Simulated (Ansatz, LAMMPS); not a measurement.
**A faulty run on liquid methanol at 300 K (108 atoms)**

Program: Ansatz 0.2.0. The cell: 18 C, 18 O and 72 H.

input.yaml

```yaml
crystal:
  lattice:
    - [10.6628, 0.0, 0.0]
    - [0.0, 10.6628, 0.0]
    - [0.0, 0.0, 10.6628]
  atoms:
    - { symbol: C, position: [0.36727, 0.14466, 0.57539] }
    - { symbol: O, position: [0.36821, 0.0207, 0.62498] }
    - { symbol: H, position: [0.46687, 0.17346, 0.56842] }
    - { symbol: H, position: [0.3143, 0.14315, 0.49067] }
    - { symbol: H, position: [0.32032, 0.20309, 0.64846] }
    - { symbol: H, position: [0.38261, 0.96246, 0.556] }
    - { symbol: C, position: [0.19301, 0.71857, 0.60788] }
    - { symbol: O, position: [0.1776, 0.76675, 0.48005] }
    - { symbol: H, position: [0.26815, 0.65573, 0.61027] }
    - { symbol: H, position: [0.22773, 0.80341, 0.64958] }
    - { symbol: H, position: [0.11494, 0.68296, 0.65083] }
    - { symbol: H, position: [0.25726, 0.80459, 0.45393] }
    - { symbol: C, position: [0.55731, 0.42885, 0.77572] }
    - { symbol: O, position: [0.46427, 0.45144, 0.68538] }
    - { symbol: H, position: [0.64935, 0.44843, 0.73386] }
    - { symbol: H, position: [0.54402, 0.49628, 0.85424] }
    - { symbol: H, position: [0.56682, 0.32572, 0.8044] }
    - { symbol: H, position: [0.39619, 0.48158, 0.73511] }
    [... 84 atom lines left out ...]
    - { symbol: C, position: [0.06802, 0.86615, 0.23475] }
    - { symbol: O, position: [0.0151, 0.75566, 0.2858] }
    - { symbol: H, position: [0.01588, 0.95048, 0.26745] }
    - { symbol: H, position: [0.17163, 0.87755, 0.22933] }
    - { symbol: H, position: [0.03654, 0.87223, 0.13636] }
    - { symbol: H, position: [0.05624, 0.75229, 0.37258] }
kpoints:
  mp_grid: { grid: [1, 1, 1] }
  KSPACING: 400
hamiltonian:
  xc: pbe
  dispersion: d3bj
scf:
  occupations: { method: fixed }
  max_iter: 100
output:
  forces: true
```

The run is started by

```bash
> ansatz run input.yaml --threads 4 --pin off --max-ram 8192MiB --backend cpu --events-out ev --progress --plain --runs-dir out
```

Log:

```text
Error: YAML parse error: error: line 117 column 3: unknown field `KSPACING`, expected one of mp_grid, list, band_path, initial_grid, further_shifts
   --> <input>:117:3
    |
115 | kpoints:
116 |   mp_grid: { grid: [1, 1, 1] }
117 |   KSPACING: 400
    |   ^ unknown field `KSPACING`, expected one of mp_grid, list, band_path, initial_grid, further_shifts
118 | hamiltonian:
119 |   xc: pbe
    |
```

Wall time 0.03 s (4 threads of Arm Neoverse V2, shared host); peak memory 0.019 GiB; 0.03 s of CPU time.

What is at fault here, and what would mend it?

A keyword of another program: kpoints.KSPACING = 400.

The fix is to take the foreign keyword out.

The program refused it before any cycle.

[Long decimals in the printed logs are rounded to 6 places.]

[Logs are printed without paths, hosts, clocks, repeated set-up lines and the standing remarks that a program may print on its own settings, such as how far it seeks lower states.]

[Hosts, paths, dates, database ids (printed as entryN), source tags and the programs' standing remarks are cut or masked in the printed files.]
